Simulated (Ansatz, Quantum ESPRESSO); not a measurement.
# Ru (P6_3/mmc): electron–phonon coupling with Quantum ESPRESSO, part 2 of 4

Each step names its level of theory.

So far. Step 2 (Relaxing tightly for phonons): The largest force is now zero by symmetry and the largest stress component 0.0011 GPa. Step 3 (Second program, ground state): With these potentials, mesh and smearing the cell is at -0.33 GPa. The relaxed cell has a = 2.720, c = 4.297 Å (conventional setting).

## Step 4: Phonons and couplings with ph.x: Fermi–Dirac smearing of 0.1 eV

Level of this step: DFT PBE, scalar-relativistic, plane waves, GBRV ultrasoft pseudopotentials (Quantum ESPRESSO).

ph.x gives each mode's frequency and linewidth; λ of a mode follows from Gaussian double-delta sums over the k mesh, here at four widths.

ph.in

```
phonons and couplings
 &inputph
    prefix='x',
    outdir='./tmp',
    tr2_ph=1.0d-15,
    fildyn='x.dyn',
    fildvscf='dvscf',
    ldisp=.true.,
    nq1=3,
    nq2=3,
    nq3=2,
    electron_phonon='simple',
    el_ph_ngauss=0,
    el_ph_sigma=0.00734986,
    el_ph_nsigma=4,
    alpha_mix(1)=0.5,
    amass(1)=101.07,
 /
```

On the command line:

```
$ OMP_NUM_THREADS=1 mpirun -n 4 ph.x -nk 4 -in ph.in > ph.x.log
```

Log:

```text
[banner, memory and clock lines left out]
Program PHONON v.7.5

     ./tmp/x.save/

     IMPORTANT: XC functional enforced from input :
     Exchange-correlation= PBE
                           (   1   4   3   4   0   0   0)
     Any further DFT definition will be discarded
     Please, verify this is what you really want

     G-vector sticks info

     Check: negative core charge=   -0.000001

     negative rho (up, down):  1.483E-01 0.000E+00
     Reading collected, re-writing distributed wavefunctions in ./tmp/

     Dynamical matrices for ( 3, 3, 2)  uniform grid of q-points
     (   6 q-points):
       N         xq(1)         xq(2)         xq(3)
       1   0.000000000   0.000000000   0.000000000
       2   0.000000000   0.000000000  -0.316490400
       3   0.000000000   0.384900179   0.000000000
       4   0.000000000   0.384900179  -0.316490400
       5   0.333333333   0.577350269   0.000000000
       6   0.333333333   0.577350269  -0.316490400

     Number and degeneracy of irreps per q-point
       N         xq(1)         xq(2)         xq(3)   N irreps
       1   0.000000000   0.000000000   0.000000000       4
        1   2   1   2
       2   0.000000000   0.000000000  -0.316490400       2
        2   4
       3   0.000000000   0.384900179   0.000000000       6
     No degeneracy
       4   0.000000000   0.384900179  -0.316490400       6
     No degeneracy
       5   0.333333333   0.577350269   0.000000000       4
        1   1   2   2
       6   0.333333333   0.577350269  -0.316490400       3
        2   2   2

     Saving dvscf to file. Distribute only q points, not irreducible representations.

     Calculation of q =    0.0000000   0.0000000   0.0000000

     phonons and couplings

     bravais-lattice index     =            4
     lattice parameter (alat)  =       5.1393  a.u.
     unit-cell volume          =     185.7187 (a.u.)^3
     number of atoms/cell      =            2
     number of atomic types    =            1
     kinetic-energy cut-off    =      45.0000  Ry
     charge density cut-off    =     360.0000  Ry
     convergence threshold     =      1.0E-15
     beta                      =       0.5000
     number of iterations used =            4
     Exchange-correlation= PBE
                           (   1   4   3   4   0   0   0)

     celldm(1)=    5.13931  celldm(2)=    0.00000  celldm(3)=    1.57983
     celldm(4)=    0.00000  celldm(5)=    0.00000  celldm(6)=    0.00000

     crystal axes: (cart. coord. in units of alat)
               a(1) = (  1.0000  0.0000  0.0000 )
               a(2) = ( -0.5000  0.8660  0.0000 )
               a(3) = (  0.0000  0.0000  1.5798 )

     reciprocal axes: (cart. coord. in units 2 pi/alat)
               b(1) = (  1.0000  0.5774 -0.0000 )
               b(2) = (  0.0000  1.1547  0.0000 )
               b(3) = (  0.0000 -0.0000  0.6330 )

     Atoms inside the unit cell:

     Cartesian axes

     site n.  atom      mass           positions (alat units)
        1  Ru    101.0700   tau(    1) = (   -0.00000    0.57735    0.39496  )
        2  Ru    101.0700   tau(    2) = (    0.50000    0.28868    1.18487  )

     Computing dynamical matrix for
                    q = (   0.0000000   0.0000000   0.0000000 )

     25 Sym.Ops. (with q -> -q+G )

     G cutoff =  240.8536  (  21433 G-vectors)     FFT grid: ( 32, 32, 50)
     G cutoff =  120.4268  (   7535 G-vectors)  smooth grid: ( 24, 24, 36)

     number of k points=    95  Fermi-Dirac smearing, width (Ry)=  0.0073

     PseudoPot. # 1 for Ru read from file:
     ./pseudo/Ru.upf
     Pseudo is Ultrasoft + core correction, Zval = 16.0
     Using radial grid of  967 points,  6 beta functions with:
                l(1) =   0
                l(2) =   0
                l(3) =   1
                l(4) =   1
                l(5) =   2
                l(6) =   2
     Q(r) pseudized with  8 coefficients,  rinner =    1.300   1.300   1.300
                                                       1.300   1.300

     Mode symmetry, D_6h(6/mmm) point group:

     Atomic displacements:
     There are    4 irreducible representations

     Representation     1      1 modes -  To be done

     Representation     2      2 modes -  To be done

     Representation     3      1 modes -  To be done

     Representation     4      2 modes -  To be done

     Alpha used in Ewald sum =   2.8000

     negative rho (up, down):  1.483E-01 0.000E+00

     Representation #   1 mode #   1

     Self-consistent Calculation

     Pert. #  1: Fermi energy shift (Ry) =     0.0000E+00     0.0000E+00

      thresh= 1.000E-02 alpha_mix =  0.500 |ddv_scf|^2 =  9.286E-04

     Pert. #  1: Fermi energy shift (Ry) =     5.7824E-19     0.0000E+00

      thresh= 3.047E-03 alpha_mix =  0.500 |ddv_scf|^2 =  4.022E-04

     Pert. #  1: Fermi energy shift (Ry) =     0.0000E+00     0.0000E+00

      thresh= 2.005E-03 alpha_mix =  0.500 |ddv_scf|^2 =  1.222E-07

     Pert. #  1: Fermi energy shift (Ry) =     1.8070E-20     0.0000E+00

      thresh= 3.496E-05 alpha_mix =  0.500 |ddv_scf|^2 =  3.090E-09

     Pert. #  1: Fermi energy shift (Ry) =     1.8070E-20     0.0000E+00

      thresh= 5.558E-06 alpha_mix =  0.500 |ddv_scf|^2 =  9.522E-11

     Pert. #  1: Fermi energy shift (Ry) =    -1.8070E-20     0.0000E+00

      thresh= 9.758E-07 alpha_mix =  0.500 |ddv_scf|^2 =  9.758E-13

     Pert. #  1: Fermi energy shift (Ry) =     1.8070E-20     0.0000E+00

      thresh= 9.878E-08 alpha_mix =  0.500 |ddv_scf|^2 =  4.124E-15

     Pert. #  1: Fermi energy shift (Ry) =    -1.8070E-20     0.0000E+00

      thresh= 6.422E-09 alpha_mix =  0.500 |ddv_scf|^2 =  6.667E-16

     End of self-consistent calculation

     Convergence has been achieved

     Representation #   2 modes #   2   3

     Self-consistent Calculation

     Pert. #  1: Fermi energy shift (Ry) =     2.8912E-19     0.0000E+00
     Pert. #  2: Fermi energy shift (Ry) =     3.6140E-19     7.1746E-43

      thresh= 1.000E-02 alpha_mix =  0.500 |ddv_scf|^2 =  7.340E-06

     Pert. #  1: Fermi energy shift (Ry) =     0.0000E+00    -2.3915E-43
     Pert. #  2: Fermi energy shift (Ry) =     9.3964E-19     0.0000E+00

      thresh= 2.709E-04 alpha_mix =  0.500 |ddv_scf|^2 =  1.668E-07

     Pert. #  1: Fermi energy shift (Ry) =    -3.6140E-19    -1.9132E-42
     Pert. #  2: Fermi energy shift (Ry) =     5.7824E-19     4.7831E-43

      thresh= 4.084E-05 alpha_mix =  0.500 |ddv_scf|^2 =  3.427E-09

     Pert. #  1: Fermi energy shift (Ry) =    -7.2280E-20     4.7831E-43
     Pert. #  2: Fermi energy shift (Ry) =     1.4456E-19     0.0000E+00

      thresh= 5.854E-06 alpha_mix =  0.500 |ddv_scf|^2 =  5.377E-11

[...]
number of electrons       =        32.00
     number of Kohn-Sham states=           26
     kinetic-energy cutoff     =      45.0000  Ry
     charge density cutoff     =     360.0000  Ry
     Exchange-correlation= PBE
                           (   1   4   3   4   0   0   0)

     celldm(1)=   5.139314  celldm(2)=   0.000000  celldm(3)=   1.579827
     celldm(4)=   0.000000  celldm(5)=   0.000000  celldm(6)=   0.000000

     crystal axes: (cart. coord. in units of alat)
               a(1) = (   1.000000   0.000000   0.000000 )
               a(2) = (  -0.500000   0.866025   0.000000 )
               a(3) = (   0.000000   0.000000   1.579827 )

     reciprocal axes: (cart. coord. in units 2 pi/alat)
               b(1) = (  1.000000  0.577350 -0.000000 )
               b(2) = (  0.000000  1.154701  0.000000 )
               b(3) = (  0.000000 -0.000000  0.632981 )

     PseudoPot. # 1 for Ru read from file:
     ./pseudo/Ru.upf
     Pseudo is Ultrasoft + core correction, Zval = 16.0
     Using radial grid of  967 points,  6 beta functions with:
[...]
l(5) =   2
                l(6) =   2
     Q(r) pseudized with  8 coefficients,  rinner =    1.300   1.300   1.300
                                                       1.300   1.300

     atomic species   valence    mass     pseudopotential
     Ru               16.00   101.07000     Ru( 1.00)

     24 Sym. Ops., with inversion, found

   Cartesian axes

     site n.     atom                  positions (alat units)
         1        Ru     tau(   1) = (  -0.0000000   0.5773503   0.3949567  )
         2        Ru     tau(   2) = (   0.5000000   0.2886751   1.1848701  )

     number of k points=   310  Fermi-Dirac smearing, width (Ry)=  0.0073

     Number of k-points >= 100: set verbosity='high' to print them.

     Dense  grid:    21433 G-vectors     FFT dimensions: (  32,  32,  50)

     Smooth grid:     7535 G-vectors     FFT dimensions: (  24,  24,  36)

     Check: negative core charge=   -0.000001

     The potential is recalculated from file :
     ./tmp/_ph0/x.q_6/x.save/charge-density

     negative rho (up, down):  1.483E-01 0.000E+00
     Starting wfcs are   26 atomic wfcs

     Band Structure Calculation
     Davidson diagonalization with overlap

     ethr =  3.13E-11,  avg # of iterations = 12.2

     End of band structure calculation

     Number of k-points >= 100: set verbosity='high' to print the bands.

     the Fermi energy is    23.3953 ev

     Writing config to output data dir ./tmp/_ph0/x.q_6/x.save/ :
     XML data file

     phonons and couplings

     bravais-lattice index     =            4
     lattice parameter (alat)  =       5.1393  a.u.
     unit-cell volume          =     185.7187 (a.u.)^3
     number of atoms/cell      =            2
     number of atomic types    =            1
     kinetic-energy cut-off    =      45.0000  Ry
     charge density cut-off    =     360.0000  Ry
     convergence threshold     =      1.0E-15
     beta                      =       0.5000
     number of iterations used =            4
     Exchange-correlation= PBE
                           (   1   4   3   4   0   0   0)

     celldm(1)=    5.13931  celldm(2)=    0.00000  celldm(3)=    1.57983
     celldm(4)=    0.00000  celldm(5)=    0.00000  celldm(6)=    0.00000

     crystal axes: (cart. coord. in units of alat)
               a(1) = (  1.0000  0.0000  0.0000 )
               a(2) = ( -0.5000  0.8660  0.0000 )
               a(3) = (  0.0000  0.0000  1.5798 )

     reciprocal axes: (cart. coord. in units 2 pi/alat)
               b(1) = (  1.0000  0.5774 -0.0000 )
               b(2) = (  0.0000  1.1547  0.0000 )
               b(3) = (  0.0000 -0.0000  0.6330 )

     Atoms inside the unit cell:

     Cartesian axes

     site n.  atom      mass           positions (alat units)
        1  Ru    101.0700   tau(    1) = (   -0.00000    0.57735    0.39496  )
        2  Ru    101.0700   tau(    2) = (    0.50000    0.28868    1.18487  )

     Computing dynamical matrix for
                    q = (   0.3333333   0.5773503  -0.3164904 )

     12 Sym.Ops. (no q -> -q+G )

     G cutoff =  240.8536  (  21433 G-vectors)     FFT grid: ( 32, 32, 50)
     G cutoff =  120.4268  (   7535 G-vectors)  smooth grid: ( 24, 24, 36)

     number of k points=   310  Fermi-Dirac smearing, width (Ry)=  0.0073

     PseudoPot. # 1 for Ru read from file:
     ./pseudo/Ru.upf
     Pseudo is Ultrasoft + core correction, Zval = 16.0
     Using radial grid of  967 points,  6 beta functions with:
                l(1) =   0
                l(2) =   0
                l(3) =   1
                l(4) =   1
                l(5) =   2
                l(6) =   2
     Q(r) pseudized with  8 coefficients,  rinner =    1.300   1.300   1.300
                                                       1.300   1.300

     Atomic displacements:
     There are    3 irreducible representations

     Representation     1      2 modes -  To be done

     Representation     2      2 modes -  To be done

     Representation     3      2 modes -  To be done

     Alpha used in Ewald sum =   2.8000

     negative rho (up, down):  1.483E-01 0.000E+00

     Representation #   1 modes #   1   2

     Self-consistent Calculation

[...]
End of self-consistent calculation

     Convergence has been achieved

     Representation #   2 modes #   3   4

     Self-consistent Calculation

[...]
End of self-consistent calculation

     Convergence has been achieved

     Representation #   3 modes #   5   6

     Self-consistent Calculation

      thresh= 1.000E-02 alpha_mix =  0.500 |ddv_scf|^2 =  6.196E-05

      thresh= 7.872E-04 alpha_mix =  0.500 |ddv_scf|^2 =  7.869E-06

      thresh= 2.805E-04 alpha_mix =  0.500 |ddv_scf|^2 =  1.856E-08

      thresh= 1.362E-05 alpha_mix =  0.500 |ddv_scf|^2 =  1.207E-09

      thresh= 3.474E-06 alpha_mix =  0.500 |ddv_scf|^2 =  8.217E-12

      thresh= 2.866E-07 alpha_mix =  0.500 |ddv_scf|^2 =  4.749E-13

      thresh= 6.891E-08 alpha_mix =  0.500 |ddv_scf|^2 =  1.641E-14

      thresh= 1.281E-08 alpha_mix =  0.500 |ddv_scf|^2 =  6.123E-16

     End of self-consistent calculation

     Convergence has been achieved

     Number of q in the star =    2
     List of q in the star:
          1   0.333333333   0.577350269  -0.316490400
          2  -0.333333333  -0.577350269   0.316490400

     Diagonalizing the dynamical matrix

     q = (    0.333333333   0.577350269  -0.316490400 )

 **************************************************************************
     freq (    1) =       5.144064 [THz] =     171.587492 [cm-1]
     freq (    2) =       5.144064 [THz] =     171.587492 [cm-1]
     freq (    3) =       6.966638 [THz] =     232.382016 [cm-1]
     freq (    4) =       6.966638 [THz] =     232.382016 [cm-1]
     freq (    5) =       6.990745 [THz] =     233.186169 [cm-1]
     freq (    6) =       6.990745 [THz] =     233.186169 [cm-1]
 **************************************************************************

     Gaussian Broadening:   0.007 Ry, ngauss=   0
     DOS = 11.543512 states/spin/Ry/Unit Cell at Ef= 23.401432 eV
     double delta at Ef =220.033324
[...]
Gaussian Broadening:   0.015 Ry, ngauss=   0
     DOS = 10.000591 states/spin/Ry/Unit Cell at Ef= 23.397113 eV
     double delta at Ef =216.763891
[...]
Gaussian Broadening:   0.022 Ry, ngauss=   0
     DOS = 10.194900 states/spin/Ry/Unit Cell at Ef= 23.393112 eV
     double delta at Ef =237.186855
[...]
lambda(    5)=  0.0612   gamma=   29.14 GHz
     lambda(    6)=  0.0612   gamma=   29.14 GHz

     Gaussian Broadening:   0.029 Ry, ngauss=   0
     DOS = 10.843348 states/spin/Ry/Unit Cell at Ef= 23.389566 eV
     double delta at Ef =265.884059
     lambda(    1)=  0.1099   gamma=   30.12 GHz
     lambda(    2)=  0.1099   gamma=   30.12 GHz
     lambda(    3)=  0.0809   gamma=   40.67 GHz
     lambda(    4)=  0.0809   gamma=   40.67 GHz
     lambda(    5)=  0.0662   gamma=   33.49 GHz
     lambda(    6)=  0.0662   gamma=   33.49 GHz
```

Run time: 33 min. Hardware: 4 MPI ranks of Arm Neoverse V2, shared host.

This step gave:

```
highest frequency, solved or plainly interpolated : 255.8 cm⁻¹
omega log against width                           : 24.3, 23.99, 23.9, 23.84 meV, at widths 0.1 to 0.4 eV
```

As ph.x prints them, no sum rule imposed; at the zone centre the sum is no linewidth. Double-delta sums:

```
    q1      q2   q3  star  mode  omega (meV)  lambda_q, sigma 0.1 eV  lambda_q, sigma 0.2 eV  lambda_q, sigma 0.3 eV  lambda_q, sigma 0.4 eV  half width at sigma 0.2 (meV)
     0       0    0     1     1       0.2026                       0                       0                       0                       0                              0
     0       0    0     1     2       0.2026                       0                       0                       0                       0                              0
     0       0    0     1     3       0.4847                       0                       0                       0                       0                              0
     0       0    0     1     4        23.89                  0.6025                  0.3101                  0.2005                  0.1444                         0.4086
     0       0    0     1     5        23.89                  0.6025                  0.3101                  0.2005                  0.1444                         0.4086
     0       0    0     1     6         31.4                  0.0993                  0.0481                  0.0418                   0.045                         0.1096
     0       0  0.5     1     1        16.91                  0.0237                  0.0213                  0.0278                  0.0345                        0.01406
     0       0  0.5     1     2        16.91                  0.0237                  0.0213                  0.0278                  0.0345                        0.01406
     0       0  0.5     1     3        16.91                  0.0237                  0.0213                  0.0278                  0.0345                        0.01406
     0       0  0.5     1     4        16.91                  0.0237                  0.0213                  0.0278                  0.0345                        0.01406
     0       0  0.5     1     5        25.77                  0.0525                  0.0577                  0.0581                  0.0536                        0.08859
     0       0  0.5     1     6        25.77                  0.0525                  0.0577                  0.0581                  0.0536                        0.08859
     0  0.3333    0     6     1        16.63                  0.1212                  0.0813                  0.0736                  0.0725                        0.05194
     0  0.3333    0     6     2        18.65                  0.0461                   0.047                  0.0534                   0.057                        0.03772
     0  0.3333    0     6     3        25.51                  0.0381                  0.0845                  0.1204                  0.1354                         0.1269
     0  0.3333    0     6     4        26.85                  0.1024                  0.0681                  0.0655                  0.0666                         0.1133
     0  0.3333    0     6     5        26.88                  0.0203                  0.0224                  0.0288                  0.0362                        0.03739
     0  0.3333    0     6     6           29                  0.1764                  0.1158                  0.1044                  0.0982                         0.2248
     0  0.3333  0.5     6     1        20.32                  0.1218                  0.0849                  0.0944                  0.1006                        0.08089
     0  0.3333  0.5     6     2        20.32                  0.1218                  0.0849                  0.0944                  0.1006                        0.08089
     0  0.3333  0.5     6     3        22.92                  0.0635                  0.0423                  0.0436                  0.0469                        0.05128
     0  0.3333  0.5     6     4        22.92                  0.0635                  0.0423                  0.0436                  0.0469                        0.05128
     0  0.3333  0.5     6     5        31.68                   0.047                  0.0319                  0.0381                  0.0417                         0.0739
     0  0.3333  0.5     6     6        31.68                   0.047                  0.0319                  0.0381                  0.0417                         0.0739
0.3333  0.3333    0     2     1        21.65                  0.0086                  0.0533                  0.0917                  0.1257                        0.05761
0.3333  0.3333    0     2     2        21.65                  0.0086                  0.0533                  0.0917                  0.1257                        0.05761
0.3333  0.3333    0     2     3        25.33                  0.2591                  0.1558                  0.1369                  0.1287                         0.2309
0.3333  0.3333    0     2     4        25.33                  0.2591                  0.1558                  0.1369                  0.1287                         0.2309
0.3333  0.3333    0     2     5        25.61                 8.00e-4                  0.0239                  0.0691                  0.0967                        0.03623
0.3333  0.3333    0     2     6        31.71                  0.3399                  0.1601                  0.1076                   0.085                         0.3718
0.3333  0.3333  0.5     2     1        21.27                  0.0947                  0.1312                  0.1197                  0.1099                         0.1371
0.3333  0.3333  0.5     2     2        21.27                  0.0947                  0.1312                  0.1197                  0.1099                         0.1371
0.3333  0.3333  0.5     2     3        28.81                  0.0623                  0.0642                  0.0733                  0.0809                         0.1231
0.3333  0.3333  0.5     2     4        28.81                  0.0623                  0.0642                  0.0733                  0.0809                         0.1231
0.3333  0.3333  0.5     2     5        28.91                   0.071                  0.0598                  0.0612                  0.0662                         0.1154
0.3333  0.3333  0.5     2     6        28.91                   0.071                  0.0598                  0.0612                  0.0662                         0.1154
```

Mean over the q mesh without its centre; few wavevectors enter, so none of the widths can be taken as converged. Table of coupling constant λ, lambda by Gaussian width:

| Gaussian width (eV) | coupling constant λ, lambda |
| --- | --- |
| 0.100 | 0.510 |
| 0.200 | 0.403 |
| 0.300 | 0.429 |
| 0.400 | 0.454 |

λ runs from 0.510 at 0.1 eV to 0.454 at 0.4 eV.

(Part 2 of 4 ends here.)

[Logs are printed without paths, hosts, clocks, repeated set-up lines and the standing remarks that a program may print on its own settings, such as how far it seeks lower states.]

[Hosts, paths, dates, database ids (printed as entryN), source tags and the programs' standing remarks are cut or masked in the printed files.]
